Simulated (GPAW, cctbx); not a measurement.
## What do these deviations say about the bonding?

Ca3Ge, Pm-3m (no. 221), a = 4.8790 Å, b = 4.8790 Å, c = 4.8790 Å, α = 90.00°, β = 90.00°, γ = 90.00°.

```
atom  mult.    x    y  z
 Ge1      1    0    0  0
 Ca1      3  1/2  1/2  0
```

The start was made by putting kin elements into a known structure type; the compound need not exist, or be stable, in this form.

Absolute values of the static structure factors of the conventional cell from DFT (PBE, GPAW) against free spherical atoms, in electrons:

```csv
hkl,d (Å),free atoms,crystal
010,4.879,12.15,12.20
011,3.450,11.83,12.03
111,2.817,71.22,71.22
020,2.439,67.88,67.98
021,2.182,10.97,10.70
121,1.992,10.78,10.62
022,1.725,58.28,58.33
122,1.626,10.29,10.30
030,1.626,10.29,10.29
031,1.543,10.14,10.11
```

**Question.** Which way does charge move, and which reflections show it best?

Project each element's phase sum on the total phase. At low angle |F| should rise if density moves to atoms that scatter in phase and fall if it moves to atoms that scatter against it.

| hkl | Ge in phase | Ca in phase | change (e) | (%) |
| --- | --- | --- | --- | --- |
| 010 | +1.0 | -1.0 | +0.05 | +0.4 |
| 011 | +1.0 | -1.0 | +0.21 | +1.8 |
| 111 | +1.0 | +3.0 | 0.00 | 0.0 |
| 020 | +1.0 | +3.0 | +0.11 | +0.2 |
| 021 | +1.0 | -1.0 | -0.27 | -2.5 |
| 121 | +1.0 | -1.0 | -0.16 | -1.5 |
| 022 | +1.0 | +3.0 | +0.05 | +0.1 |
| 122 | +1.0 | -1.0 | +0.01 | +0.1 |

Low-angle reflections that set elements apart and change by more than 0.05 e: 011, 021 and 121. The real-space density gives Voronoi charges Ge -0.35, Ca +0.12 e. The signs that these charges predict hold for 011 and fail for 021 and 121, so the simple rule can't give the direction here. The reflections see the density near the nuclei and the atoms' change of size and shape; Voronoi cells count what crosses the midplanes.

[Outputs are excerpts: Python notices, other lines and further rows are left out; steps that failed or that the build refused (PBEsol, TPSS) are not shown.]

[Logs are printed without paths, hosts, clocks, repeated set-up lines and the standing remarks that a program may print on its own settings, such as how far it seeks lower states.]
